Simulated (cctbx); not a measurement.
**A crystallographic session in cctbx: EuGe2MoO6**

Library: cctbx 2025.11. The data are simulated by the first script.

## 1. Simulate the data

run.py:

```python
from cctbx import adptbx, crystal, miller, sgtbx, xray
from cctbx.array_family import flex
from iotbx.shelx import hklf
from scitbx import matrix
import scitbx.random

cs = crystal.symmetry(unit_cell=(10.737, 9.679, 5.45, 90, 103.62, 90), space_group_symbol='Hall: -P 2ybc')  # P2_1/c
atoms = [  # label, site, U (iso, or U11 U22 U33 U12 U13 U23 in A^2), occupancy
    ("Eu1", (0.2777, 0.0471, 0.3098), (0.0059, 0.0067, 0.0046, 0.0006, 0.0013, 0.0002), 1),
    ("Mo1", (0.2277, 0.8438, 0.7559), (0.0025, 0.0034, 0.0039, 0.0001, 0.0004, 0.0012), 1),
    ("Ge1", (0.4924, 0.1421, 0.8961), (0.0052, 0.0056, 0.0065, -0.0001, 0.0011, -0.0006), 1),
    ("Ge2", (0.0489, 0.1553, 0.6972), (0.0056, 0.0062, 0.0050, -0.0009, 0.0007, 0.0001), 1),
    ("O1", (0.659, 0.1732, 0.8656), (0.0071, 0.0139, 0.0112, -0.0002, 0.0009, 0.0015), 1),
    ("O2", (0.8779, 0.1337, 0.6288), (0.0070, 0.0081, 0.0074, -0.0004, 0.0009, 0.0003), 1),
    ("O3", (0.1475, 0.482, 0.3772), (0.0077, 0.0068, 0.0062, 0.0002, 0.0018, -0.0011), 1),
    ("O4", (0.4359, 0.5272, 0.2702), (0.0043, 0.0113, 0.0083, -0.0008, 0.0015, 0.0007), 1),
    ("O5", (0.1062, 0.1926, 0.4146), (0.0097, 0.0109, 0.0112, 0.0001, 0.0027, -0.0001), 1),
    ("O6", (0.3965, 0.2451, 0.5837), (0.0097, 0.0176, 0.0080, -0.0046, 0.0021, 0.0005), 1),
]
xs = xray.structure(crystal_symmetry=cs)
for label, site, u, occ in atoms:
    u = adptbx.u_cif_as_u_star(cs.unit_cell(), u) if isinstance(u, tuple) else u
    xs.add_scatterer(xray.scatterer(label, site=site, u=u, occupancy=occ))
xs.set_inelastic_form_factors(1.3414, "sasaki")
xs.show_summary()
p1 = xs.expand_to_p1()
ms = miller.build_set(p1, anomalous_flag=True, d_min=0.83)
flex.set_random_seed(874976)
scitbx.random.set_random_seed(874976)
ms = ms.select(flex.random_double(ms.size()) < 0.5)
i = ms.structure_factors_from_scatterers(p1, algorithm="direct").f_calc().as_intensity_array().data()
i = i * 20000 / flex.max(i)
sig = flex.sqrt(i + flex.pow2(0.03 * i) + 8 ** 2)
noise = scitbx.random.variate(scitbx.random.normal_distribution())(i.size())
data = ms.array(data=i + sig * noise, sigmas=sig).set_observation_type_xray_intensity()
with open("data.hkl", "w") as f:
    data.export_as_shelx_hklf(f)
print("reflections written:", data.size(), " <I/sigma> = %.1f" % flex.mean(data.data() / data.sigmas()))
for h, a, b in list(data.sort("data"))[:12]:
    print("%4d%4d%4d %9.1f %7.1f" % (h + (a, b)))
```

```console
$ python run.py
```

```text
Number of scatterers: 10
At special positions: 0
Unit cell: (10.737, 9.679, 5.45, 90, 103.62, 90)
Space group: P 1 21/c 1 (No. 14)
reflections written: 2047  <I/sigma> = 16.2
  -6   0   2   20014.6   616.5
   3  -5  -2   19590.9   578.2
   3   5  -2   18070.0   578.2
   2  -2  -1   17570.8   538.7
  -5  -3   1   14914.5   450.3
   5   3  -1   14893.9   450.3
   0   0   2   14783.3   475.1
   2   2   1   14544.3   449.3
  -1  -5  -2   14495.8   429.8
   1   5   2   14323.1   429.8
   5  -3  -1   13974.7   450.3
   1  -5   2   13544.4   429.8
```

Run time: 0.29 s on 1 thread of Intel(R) Xeon(R) Platinum 8259CL CPU @ 2.50GHz (Skylake/Cascade Lake), with other jobs on the host, peak memory 0.07 GiB.

## 2. Refinement (right model, isotropic)

run.py:

```python
import math
from cctbx import adptbx, crystal, maptbx, sgtbx, xray
from cctbx.array_family import flex
from cctbx.xray import observations
from iotbx.shelx import hklf
from scitbx.lstbx import normal_eqns_solving
from smtbx import absolute_structure, utils
from smtbx.refinement import constraints, least_squares

cs = crystal.symmetry(unit_cell=(10.737, 9.679, 5.45, 90, 103.62, 90), space_group_symbol='Hall: -P 2ybc')  # P2_1/c
atoms = [  # label, site, U (iso, or U11 U22 U33 U12 U13 U23 in A^2), occupancy
    ("Eu1", (0.2714, 0.048, 0.3119), 0.0200, 1),
    ("Mo1", (0.2263, 0.8452, 0.743), 0.0200, 1),
    ("Ge1", (0.4975, 0.1401, 0.8975), 0.0200, 1),
    ("Ge2", (0.0511, 0.1569, 0.7098), 0.0200, 1),
    ("O1", (0.6648, 0.1666, 0.8664), 0.0200, 1),
    ("O2", (0.8744, 0.1352, 0.6244), 0.0200, 1),
    ("O3", (0.1451, 0.486, 0.3646), 0.0200, 1),
    ("O4", (0.433, 0.5301, 0.2712), 0.0200, 1),
    ("O5", (0.1112, 0.193, 0.4251), 0.0200, 1),
    ("O6", (0.3948, 0.2447, 0.5801), 0.0200, 1),
]
xs = xray.structure(crystal_symmetry=cs)
for label, site, u, occ in atoms:
    u = adptbx.u_cif_as_u_star(cs.unit_cell(), u) if isinstance(u, tuple) else u
    xs.add_scatterer(xray.scatterer(label, site=site, u=u, occupancy=occ))
xs.set_inelastic_form_factors(1.3414, "sasaki")
raw = hklf.reader(file_name="data.hkl").as_miller_arrays(crystal_symmetry=cs, anomalous=True)[0]
merged = raw.eliminate_sys_absent().merge_equivalents()
fo2 = merged.array().set_observation_type_xray_intensity()
print("Rint %.3f, %d unique reflections to %.2f A" % (merged.r_int(), fo2.size(), fo2.d_min()))
for sc in xs.scatterers():
    sc.flags.set_grad_site(True)
    sc.flags.set_grad_u_aniso(sc.flags.use_u_aniso())
    sc.flags.set_grad_u_iso(sc.flags.use_u_iso())
obs = fo2.as_xray_observations()
extra = {}
rep = constraints.reparametrisation(xs, [], utils.connectivity_table(xs), **extra)
ls = least_squares.crystallographic_ls(obs, rep, weighting_scheme=least_squares.mainstream_shelx_weighting(a=0, b=0))
print("cycle     R1     wR2    GooF  max shift (A)")
for cycle in range(8):
    ls.build_up()
    r1, wr2, goof = ls.r1_factor(cutoff_factor=2)[0], ls.wR2(), ls.goof()
    old = xs.sites_cart()
    normal_eqns_solving.levenberg_marquardt_iterations(ls, n_max_iterations=3, tau=1e-06, step_threshold=1e-7)
    big = flex.max((xs.sites_cart() - old).norms())
    print("%4d %7.4f %7.4f %7.3f %9.5f" % (cycle + 1, r1, wr2, goof, big))
    ls.build_up(objective_only=True)
    if abs(ls.wR2() - wr2) < 5e-5 and big < 5e-4:
        break
ls.build_up()
print("final R1 %.4f wR2 %.4f GooF %.3f  parameters %d  data/parameter %.1f" % (ls.r1_factor(cutoff_factor=2)[0], ls.wR2(), ls.goof(), ls.n_parameters, fo2.size() / ls.n_parameters))
cov = ls.covariance_matrix_and_annotations()
su = dict(zip(cov.annotations, (math.sqrt(max(v, 0)) for v in cov.matrix.matrix_packed_u_diagonal())))
a2 = cs.unit_cell().reciprocal_parameters()[0] ** -2
print("atom        x        y        z      Ueq    occ   su(xyz)  su(Uiso or U11)")
for sc in xs.scatterers():
    s = max(su.get(sc.label + k, 0) for k in (".x", ".y", ".z"))
    npd = "" if sc.is_positive_definite_u(cs.unit_cell()) else "  NPD"
    print("%-5s %8.5f %8.5f %8.5f %8.4f %6.3f %8.5f %7.4f%s" % ((sc.label,) + sc.site + (sc.u_iso_or_equiv(cs.unit_cell()), sc.occupancy, s, su.get(sc.label + ".uiso", su.get(sc.label + ".u11", 0) * a2), npd)))
fo = fo2.f_sq_as_f()
fc = fo.structure_factors_from_scatterers(xs, algorithm="direct").f_calc()
diff = fo.f_obs_minus_f_calc(1 / math.sqrt(ls.scale_factor()), fc).average_bijvoet_mates()
m = diff.fft_map(symmetry_flags=maptbx.use_space_group_symmetry, resolution_factor=0.25).apply_volume_scaling()
print("difference map: max %.2f min %.2f rms %.2f" % (m.statistics().max(), m.statistics().min(), m.statistics().sigma()))
peaks = m.peak_search(parameters=maptbx.peak_search_parameters(min_distance_sym_equiv=0.6, max_clusters=6)).all()
near = xs.closest_distances(peaks.sites(), distance_cutoff=4)
sps = cs.special_position_settings(min_distance_sym_equiv=0.5)
for k, (x, h) in enumerate(zip(peaks.sites(), peaks.heights())):
    ss = sps.site_symmetry(x)
    print("Q%-3d %7.4f %7.4f %7.4f %4d %7.2f  %.2f A from %s" % ((k + 1,) + tuple(t % 1 for t in ss.exact_site()) + (ss.multiplicity(), h, near.smallest_distances[k], xs.scatterers()[near.i_seqs[k]].label)))
```

```console
$ python run.py
```

```text
Rint 0.024, 938 unique reflections to 0.83 A
cycle     R1     wR2    GooF  max shift (A)
   1  0.2167  0.4747  12.648   0.08713
   2  0.0185  0.0440   1.173   0.00031
final R1 0.0185 wR2 0.0440 GooF 1.173  parameters 40  data/parameter 23.4
atom        x        y        z      Ueq    occ   su(xyz)  su(Uiso or U11)
Eu1    0.27773  0.04714  0.30982   0.0057  1.000  0.00005  0.0001
Mo1    0.22773  0.84386  0.75593   0.0033  1.000  0.00008  0.0001
Ge1    0.49245  0.14212  0.89595   0.0059  1.000  0.00011  0.0002
Ge2    0.04891  0.15519  0.69717   0.0054  1.000  0.00012  0.0001
O1     0.65954  0.17349  0.86605   0.0109  1.000  0.00078  0.0008
O2     0.87785  0.13373  0.62929   0.0066  1.000  0.00068  0.0008
O3     0.14711  0.48133  0.37670   0.0057  1.000  0.00073  0.0008
O4     0.43647  0.52719  0.27086   0.0077  1.000  0.00077  0.0008
O5     0.10664  0.19255  0.41503   0.0105  1.000  0.00078  0.0008
O6     0.39592  0.24545  0.58302   0.0113  1.000  0.00077  0.0008
difference map: max 1.45 min -1.14 rms 0.22
Q1    0.2541  0.0047  0.3044    4    1.48  0.48 A from Eu1
Q2    0.2956  0.1041  0.3333    4    1.37  0.59 A from Eu1
Q3    0.2289  0.6246  0.3339    4    1.23  0.52 A from Mo1
Q4    0.2354  0.6919  0.1912    4    1.11  0.51 A from Mo1
Q5    0.0271  0.2018  0.7200    4    0.83  0.54 A from Ge2
Q6    0.4416  0.2078  0.5985    4    0.82  0.60 A from O6
```

Time: 0.41 s.

## 3. Refinement (right model, anisotropic)

run.py, as its changes from the last script of this kind:

```diff
@@ -12,10 +12,10 @@
-    ("Eu1", (0.2714, 0.048, 0.3119), 0.0200, 1),
-    ("Mo1", (0.2263, 0.8452, 0.743), 0.0200, 1),
-    ("Ge1", (0.4975, 0.1401, 0.8975), 0.0200, 1),
-    ("Ge2", (0.0511, 0.1569, 0.7098), 0.0200, 1),
-    ("O1", (0.6648, 0.1666, 0.8664), 0.0200, 1),
-    ("O2", (0.8744, 0.1352, 0.6244), 0.0200, 1),
-    ("O3", (0.1451, 0.486, 0.3646), 0.0200, 1),
-    ("O4", (0.433, 0.5301, 0.2712), 0.0200, 1),
-    ("O5", (0.1112, 0.193, 0.4251), 0.0200, 1),
-    ("O6", (0.3948, 0.2447, 0.5801), 0.0200, 1),
+    ("Eu1", (0.27773, 0.04714, 0.30982), 0.0057, 1),
+    ("Mo1", (0.22773, 0.84386, 0.75593), 0.0033, 1),
+    ("Ge1", (0.49245, 0.14212, 0.89595), 0.0059, 1),
+    ("Ge2", (0.04891, 0.15519, 0.69717), 0.0054, 1),
+    ("O1", (0.65954, 0.17349, 0.86605), 0.0109, 1),
+    ("O2", (0.87785, 0.13373, 0.62929), 0.0066, 1),
+    ("O3", (0.14711, 0.48133, 0.3767), 0.0057, 1),
+    ("O4", (0.43647, 0.52719, 0.27086), 0.0077, 1),
+    ("O5", (0.10664, 0.19255, 0.41503), 0.0105, 1),
+    ("O6", (0.39592, 0.24545, 0.58302), 0.0113, 1),
@@ -27,0 +28 @@
+xs.convert_to_anisotropic()
```

```console
$ python run.py
```

```text
Rint 0.024, 938 unique reflections to 0.83 A
cycle     R1     wR2    GooF  max shift (A)
   1  0.0185  0.0440   1.208   0.00446
   2  0.0146  0.0335   0.919   0.00002
final R1 0.0146 wR2 0.0335 GooF 0.919  parameters 90  data/parameter 10.4
atom        x        y        z      Ueq    occ   su(xyz)  su(Uiso or U11)
Eu1    0.27772  0.04715  0.30979   0.0057  1.000  0.00004  0.0001
Mo1    0.22774  0.84384  0.75599   0.0034  1.000  0.00006  0.0002
Ge1    0.49246  0.14209  0.89603   0.0059  1.000  0.00009  0.0003
Ge2    0.04891  0.15527  0.69714   0.0055  1.000  0.00010  0.0003
O1     0.65939  0.17353  0.86583   0.0113  1.000  0.00063  0.0015
O2     0.87805  0.13385  0.62979   0.0065  1.000  0.00054  0.0015
O3     0.14711  0.48153  0.37661   0.0060  1.000  0.00058  0.0016
O4     0.43638  0.52709  0.27088   0.0077  1.000  0.00061  0.0016
O5     0.10671  0.19238  0.41477   0.0108  1.000  0.00063  0.0016
O6     0.39606  0.24515  0.58365   0.0118  1.000  0.00059  0.0016
difference map: max 0.69 min -0.78 rms 0.18
Q1    0.0962  0.0938  0.9974    4    0.73  1.20 A from O3
Q2    0.3826  0.0051  0.5959    4    0.64  1.04 A from O4
Q3    0.4806  0.7102  0.3105    4    0.61  1.38 A from O6
Q4    0.3643  0.6031  0.9197    4    0.60  1.66 A from O1
Q5    0.0273  0.2108  0.4422    4    0.57  0.92 A from O5
Q6    0.4654  0.6147  0.8234    4    0.57  1.40 A from Ge1
```

Time: 0.43 s.

## 4. Refinement

run.py, as its changes from the last script of this kind:

```diff
@@ -12 +12 @@
-    ("Eu1", (0.27773, 0.04714, 0.30982), 0.0057, 1),
+    ("Cs1", (0.27773, 0.04714, 0.30982), 0.0057, 1),
@@ -42 +42 @@
-for cycle in range(8):
+for cycle in range(12):
```

```console
$ python run.py
```

```text
Rint 0.024, 938 unique reflections to 0.83 A
cycle     R1     wR2    GooF  max shift (A)
   1  0.0625  0.1553   4.258   0.01626
   2  0.0335  0.0875   2.398   0.00022
final R1 0.0336 wR2 0.0875 GooF 2.398  parameters 90  data/parameter 10.4
atom        x        y        z      Ueq    occ   su(xyz)  su(Uiso or U11)
Cs1    0.27769  0.04710  0.30978   0.0030  1.000  0.00011  0.0003
Mo1    0.22778  0.84389  0.75598   0.0071  1.000  0.00017  0.0004
Ge1    0.49239  0.14210  0.89579   0.0101  1.000  0.00024  0.0007
Ge2    0.04905  0.15530  0.69699   0.0096  1.000  0.00025  0.0007
O1     0.65894  0.17413  0.86466   0.0165  1.000  0.00168  0.0040
O2     0.87732  0.13435  0.63032   0.0111  1.000  0.00135  0.0040
O3     0.14742  0.48085  0.37673   0.0086  1.000  0.00145  0.0041
O4     0.43670  0.52655  0.26957   0.0123  1.000  0.00156  0.0042
O5     0.10725  0.19147  0.41442   0.0148  1.000  0.00157  0.0043
O6     0.39628  0.24380  0.58283   0.0156  1.000  0.00149  0.0042
difference map: max 1.91 min -1.92 rms 0.37
Q1    0.2632  0.0289  0.3406    4    1.95  0.31 A from Cs1
Q2    0.2381  0.5126  0.1799    4    1.29  1.46 A from Mo1
Q3    0.0556  0.5529  0.0884    4    1.18  1.72 A from O2
Q4    0.4897  0.6923  0.2970    4    1.18  1.39 A from O6
Q5    0.3027  0.5385  0.4270    4    1.09  1.57 A from Mo1
Q6    0.0000  0.0000  0.5000    2    1.01  1.85 A from Ge2
```

Time: 0.42 s.

This run holds a fault made on purpose: wrong element: Cs1 is Eu.

## 5. Refinement

run.py, as its changes from the last script of this kind:

```diff
@@ -12 +12 @@
-    ("Cs1", (0.27773, 0.04714, 0.30982), 0.0057, 1),
+    ("Eu1", (0.27773, 0.04714, 0.30982), 0.0057, 1),
@@ -19,3 +19,2 @@
-    ("O4", (0.43647, 0.52719, 0.27086), 0.0077, 1),
-    ("O5", (0.10664, 0.19255, 0.41503), 0.0105, 1),
-    ("O6", (0.39592, 0.24545, 0.58302), 0.0113, 1),
+    ("O4", (0.10664, 0.19255, 0.41503), 0.0105, 1),
+    ("O5", (0.39592, 0.24545, 0.58302), 0.0113, 1),
```

```console
$ python run.py
```

```text
Rint 0.024, 938 unique reflections to 0.83 A
cycle     R1     wR2    GooF  max shift (A)
   1  0.0553  0.1369   3.735   0.01983
   2  0.0535  0.1317   3.593   0.00005
final R1 0.0535 wR2 0.1317 GooF 3.593  parameters 81  data/parameter 11.6
atom        x        y        z      Ueq    occ   su(xyz)  su(Uiso or U11)
Eu1    0.27770  0.04712  0.30977   0.0052  1.000  0.00016  0.0005
Mo1    0.22767  0.84384  0.75591   0.0029  1.000  0.00025  0.0006
Ge1    0.49256  0.14199  0.89588   0.0051  1.000  0.00035  0.0010
Ge2    0.04899  0.15524  0.69733   0.0047  1.000  0.00037  0.0010
O1     0.65872  0.17416  0.86561   0.0095  1.000  0.00251  0.0059
O2     0.87879  0.13416  0.62858   0.0052  1.000  0.00201  0.0059  NPD
O3     0.14629  0.48090  0.37790   0.0062  1.000  0.00222  0.0064  NPD
O4     0.10489  0.19311  0.41454   0.0097  1.000  0.00230  0.0061
O5     0.39637  0.24734  0.58436   0.0097  1.000  0.00226  0.0063
difference map: max 14.43 min -1.28 rms 0.62
Q1    0.4357  0.5268  0.2715    4   15.25  1.82 A from Ge1
Q2    0.2744  0.0398  0.2995    4    1.96  0.09 A from Eu1
Q3    0.3547  0.9954  0.5693    4    1.18  1.54 A from Eu1
Q4    0.3561  0.6113  0.9119    4    1.17  1.60 A from O1
Q5    0.1382  0.9952  0.8280    4    1.12  0.35 A from O3
Q6    0.0681  0.7534  0.1890    4    1.11  1.49 A from O2
```

Time: 0.43 s.

This run holds a fault made on purpose: atom left out: O4.

## 6. Refinement

run.py, as its changes from the last script of this kind:

```diff
@@ -19,2 +19,3 @@
-    ("O4", (0.10664, 0.19255, 0.41503), 0.0105, 1),
-    ("O5", (0.39592, 0.24545, 0.58302), 0.0113, 1),
+    ("O4", (0.43647, 0.52719, 0.27086), 0.0077, 1),
+    ("O5", (0.10664, 0.19255, 0.41503), 0.0105, 1),
+    ("O6", (0.39592, 0.24545, 0.58302), 0.0113, 1),
@@ -26 +27 @@
-xs.set_inelastic_form_factors(1.3414, "sasaki")
+xs.set_inelastic_form_factors(0.71073, "sasaki")
```

```console
$ python run.py
```

```text
Rint 0.024, 938 unique reflections to 0.83 A
cycle     R1     wR2    GooF  max shift (A)
   1  0.0675  0.1658   4.545   0.01267
   2  0.0325  0.0841   2.307   0.00038
final R1 0.0325 wR2 0.0841 GooF 2.307  parameters 90  data/parameter 10.4
atom        x        y        z      Ueq    occ   su(xyz)  su(Uiso or U11)
Eu1    0.27765  0.04713  0.30980   0.0063  1.000  0.00010  0.0003
Mo1    0.22774  0.84388  0.75610  -0.0018  1.000  0.00016  0.0004  NPD
Ge1    0.49250  0.14218  0.89586   0.0112  1.000  0.00023  0.0007
Ge2    0.04907  0.15544  0.69750   0.0107  1.000  0.00024  0.0006
O1     0.65921  0.17272  0.86405   0.0093  1.000  0.00157  0.0036
O2     0.87740  0.13363  0.63078   0.0052  1.000  0.00132  0.0038
O3     0.14711  0.48215  0.37772   0.0043  1.000  0.00143  0.0037  NPD
O4     0.43643  0.52718  0.27095   0.0070  1.000  0.00148  0.0041  NPD
O5     0.10739  0.19193  0.41553   0.0096  1.000  0.00151  0.0041
O6     0.39602  0.24540  0.58384   0.0086  1.000  0.00143  0.0039
difference map: max 2.31 min -1.81 rms 0.43
Q1    0.2794  0.6449  0.8296    4    2.32  1.40 A from O1
Q2    0.1974  0.6886  0.2972    4    2.10  0.54 A from Mo1
Q3    0.4876  0.0485  0.5639    4    1.87  1.55 A from O4
Q4    0.0489  0.5540  0.7119    4    1.69  1.28 A from O2
Q5    0.2500  0.6931  0.2707    4    1.66  0.43 A from Mo1
Q6    0.3171  0.1251  0.5679    4    1.64  1.43 A from O6
```

Run time: 0.46 s on 1 thread of Intel(R) Xeon(R) Platinum 8259CL CPU @ 2.50GHz (Skylake/Cascade Lake) (shared host), peak memory 0.09 GiB.

This run holds a fault made on purpose: dispersion terms of the wrong wavelength.

[Logs are printed without paths, hosts, clocks, repeated set-up lines and the standing remarks that a program may print on its own settings, such as how far it seeks lower states.]
